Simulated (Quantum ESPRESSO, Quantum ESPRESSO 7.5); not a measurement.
**Cu(110): thickness series by an ASE script**

Aim: how the work function and the surface energy of Cu(110) settle with the number of layers.

Calculated with Quantum ESPRESSO 7.5; plane-wave DFT, PBE, GBRV ultrasoft pseudopotentials.

Report form: the programs' logs are mostly left out.

## Step 1: The structure

The cell holds 8 atoms: 8 Cu. Cell: a = 3.610 Å, b = 2.553 Å, c = 23.934 Å, α = 90.0°, β = 90.0°, γ = 90.0°. It derives from Cu. Vacuum lies along c.

As a file:

```xyz
8
Lattice="3.6100 0.0000 0.0000 0.0000 2.5527 0.0000 0.0000 0.0000 23.9343" Properties=species:S:1:pos:R:3
Cu    1.8050    1.2763    7.5000
Cu    0.0000    0.0000    8.7763
Cu    1.8050    1.2763   10.0527
Cu    0.0000    0.0000   11.3290
Cu    1.8050    1.2763   12.6053
Cu    0.0000    0.0000   13.8816
Cu    1.8050    1.2763   15.1580
Cu    0.0000    0.0000   16.4343
```

## Step 2: Running the series

ASE writes the inputs, starts pw.x and reads the results. Under ESM bc1 the zero of energy of a symmetric slab is the vacuum, so the work function is minus the Fermi level.

The input, run.py:

```python
import json
import numpy as np
from ase.build import fcc110
from ase.calculators.espresso import Espresso, EspressoProfile

profile = EspressoProfile(command='mpirun -n 4 pw.x -nk 4', pseudo_dir='../pseudo')
pseudopotentials = {'Cu': 'cu_pbe_v1.2.uspp.F.UPF'}
system = {'ecutwfc': 40, 'ecutrho': 200, 'occupations': 'smearing', 'smearing': 'mv', 'degauss': 0.02}


def calculator(name, kpts, **extra):
    data = dict(control=dict(tprnfor=True, verbosity='high', disk_io='none'),
                system=system | extra,
                electrons=dict(conv_thr=1e-07, mixing_beta=0.4, mixing_mode='local-TF',
                               electron_maxstep=100))
    return Espresso(profile=profile, directory=name, pseudopotentials=pseudopotentials, kpts=kpts, input_data=data)


def centre(atoms):
    z = atoms.positions[:, 2]
    atoms.positions[:, 2] -= (z.max() + z.min()) / 2  # ESM wants the slab about z = 0
    return atoms


rows = []
for n in [3, 4, 5, 6, 7, 8]:
    slab = centre(fcc110('Cu', size=(1, 1, n), a=3.61, vacuum=7.5, periodic=True))
    slab.set_initial_magnetic_moments([0.0] * n)
    slab.calc = calculator(f'n{n}', (8, 12, 1), assume_isolated='esm', esm_bc='bc1')
    energy = slab.get_potential_energy()
    work = -slab.calc.get_fermi_level()
    force = slab.get_forces()[-1, 2]
    rows.append([n, energy, work, force])
    print(f'{n} layers: E = {energy:.5f} eV, work function {work:.3f} eV, force on the top atom {force:+.3f} eV/A')

n, energy = np.array(rows)[:, :2].T
slope, offset = np.polyfit(n[1:], energy[1:], 1)
area = np.linalg.norm(np.cross(*slab.cell[:2]))
gamma = offset / (2 * area) * 16.0218
print(f'bulk energy from the slope {slope:.5f} eV an atom; unrelaxed surface energy {gamma:.3f} J/m^2')
json.dump(dict(rows=rows, slope=slope, gamma=gamma), open('result.json', 'w'))
```

Run with:

```console
> OMP_NUM_THREADS=1 python run.py
```

Wall time 22 min (4 MPI ranks of AMD EPYC 7R13 (Zen 3), shared host); peak memory 1 GiB.

This step gave:

| Item | Value |
| --- | --- |
| surface energy | 1.619 J/m² |
| work function of the thickest slab | 4.432 eV |

Work function against layers:

```csv
layers,work function (eV)
3.00,4.38
4.00,4.41
5.00,4.30
6.00,4.41
7.00,4.35
8.00,4.43
```

The force on the top atom along the normal by layers:

```
layers  force on the top atom along the normal (eV/Å)
  3.00                                         -0.355
  4.00                                         -0.243
  5.00                                         -0.299
  6.00                                         -0.323
  7.00                                         -0.320
  8.00                                         -0.305
```

The energy less the bulk line's slope by layers:

```
layers  energy less the bulk line's slope (meV)
  3.00                                     1809
  4.00                                     1866
  5.00                                     1851
  6.00                                     1880
  7.00                                     1845
  8.00                                     1868
```

## Step 3: The script: PBE, SSSP efficiency

Level of this step: plane-wave DFT, PBE, SSSP efficiency pseudopotentials (Quantum ESPRESSO 7.5).

run.py is the input of step 2 with these lines changed:

```diff
@@ -6,4 +6,4 @@
 profile = EspressoProfile(command='mpirun -n 4 pw.x -nk 4', pseudo_dir='../pseudo')
-pseudopotentials = {'Cu': 'cu_pbe_v1.2.uspp.F.UPF'}
-system = {'ecutwfc': 40, 'ecutrho': 200, 'occupations': 'smearing', 'smearing': 'mv', 'degauss': 0.02}
+pseudopotentials = {'Cu': 'Cu.paw.z_11.ld1.psl.v1.0.0-low.upf'}
+system = {'ecutwfc': 45, 'ecutrho': 360, 'occupations': 'smearing', 'smearing': 'mv', 'degauss': 0.02}
```

Run with:

```console
> OMP_NUM_THREADS=1 python run.py
```

Run time: 17 min. Hardware: 4 MPI ranks; peak memory 1.3 GiB.

Read from the output:

```
surface energy                     : 1.628 J/m²
work function of the thickest slab : 4.437 eV
```

Table of work function by layers:

```
layers  work function (eV)
  3.00                4.38
  4.00                4.42
  5.00                4.30
  6.00                4.42
  7.00                4.35
  8.00                4.44
```

Force on the top atom along the normal against layers:

```
layers  force on the top atom along the normal (eV/Å)
  3.00                                         -0.352
  4.00                                         -0.256
  5.00                                         -0.315
  6.00                                         -0.352
  7.00                                         -0.330
  8.00                                         -0.312
```

The energy less the bulk line's slope by layers:

| layers | energy less the bulk line's slope (meV) |
| --- | --- |
| 3.00 | 1820 |
| 4.00 | 1876 |
| 5.00 | 1861 |
| 6.00 | 1891 |
| 7.00 | 1855 |
| 8.00 | 1879 |

## Step 4: Running the series, with pools = 64

Another try, with an input changed as a hurried user might.

Level of this step: plane-wave DFT, PBE, GBRV ultrasoft pseudopotentials (Quantum ESPRESSO 7.5).

run.py is the input of step 2 with these lines changed:

```diff
@@ -5,3 +5,3 @@
 
-profile = EspressoProfile(command='mpirun -n 4 pw.x -nk 4', pseudo_dir='../pseudo')
+profile = EspressoProfile(command='mpirun -n 4 pw.x -nk 64', pseudo_dir='../pseudo')
 pseudopotentials = {'Cu': 'cu_pbe_v1.2.uspp.F.UPF'}
@@ -14,3 +14,3 @@
                 electrons=dict(conv_thr=1e-07, mixing_beta=0.4, mixing_mode='local-TF',
-                               electron_maxstep=100))
+                               electron_maxstep=60))
     return Espresso(profile=profile, directory=name, pseudopotentials=pseudopotentials, kpts=kpts, input_data=data)
@@ -25,3 +25,3 @@
 rows = []
-for n in [3, 4, 5, 6, 7, 8]:
+for n in [3, 4, 5]:
     slab = centre(fcc110('Cu', size=(1, 1, n), a=3.61, vacuum=7.5, periodic=True))
```

Run with:

```console
> OMP_NUM_THREADS=1 python run.py
```

The job ended after 3 s (4 MPI ranks; peak memory 0.32 GiB).

The input was rejected at the start.

The fault put into the input: more pools than k-points or ranks (pools = 64).

The number of pools must divide the number of ranks; pools beyond the number of k-points stand idle.

## Step 5: The arithmetic

γ = (E_N − N e_bulk)/(2A). The excess of the thickest slab is 1.868 eV and A = 9.215 Å²: 1.868/(2 × 9.215) × 16.02 = 1.62 J/m² (1 eV/Å² = 16.02 J/m²); the fit's intercept gives 1.62.

## Step 6: Results

```yaml
work_function_of_the_thickest_slab_pbe_gbrv_ultrasoft: 4.43 eV
unrelaxed_surface_energy_pbe_gbrv_ultrasoft: 1.62 J/m²
work_function_of_the_thickest_slab_pbe_sssp_efficiency: 4.44 eV
unrelaxed_surface_energy_pbe_sssp_efficiency: 1.63 J/m²
```

What this shows: The thickest slab gives a work function of 4.43 eV and the series an unrelaxed surface energy of 1.62 J/m² (PBE, GBRV ultrasoft). The work function swings by 0.14 eV over 3 to 8 layers and by 0.09 eV over the last step; confined states crossing the Fermi level and the finite mesh both contribute. So 8 layers don't yet hold the work function to 0.05 eV on this mesh. The force on the top atom of the thickest slab points inwards (0.30 eV/Å). The slabs are cut from the bulk at the tabulated lattice constant and not relaxed; the surface energy comes from a straight line through the energies of all but the thinnest slab.

[Logs are printed without paths, hosts, clocks, repeated set-up lines and the standing remarks that a program may print on its own settings, such as how far it seeks lower states.]

[Hosts, paths, dates, database ids (printed as entryN), source tags and the programs' standing remarks are cut or masked in the printed files.]

[Maps of the electrostatic potential energy from Ansatz leave out the sawtooth potential of an applied field or a dipole correction, so their vacuum need not be flat; planar profiles and work functions include it.]
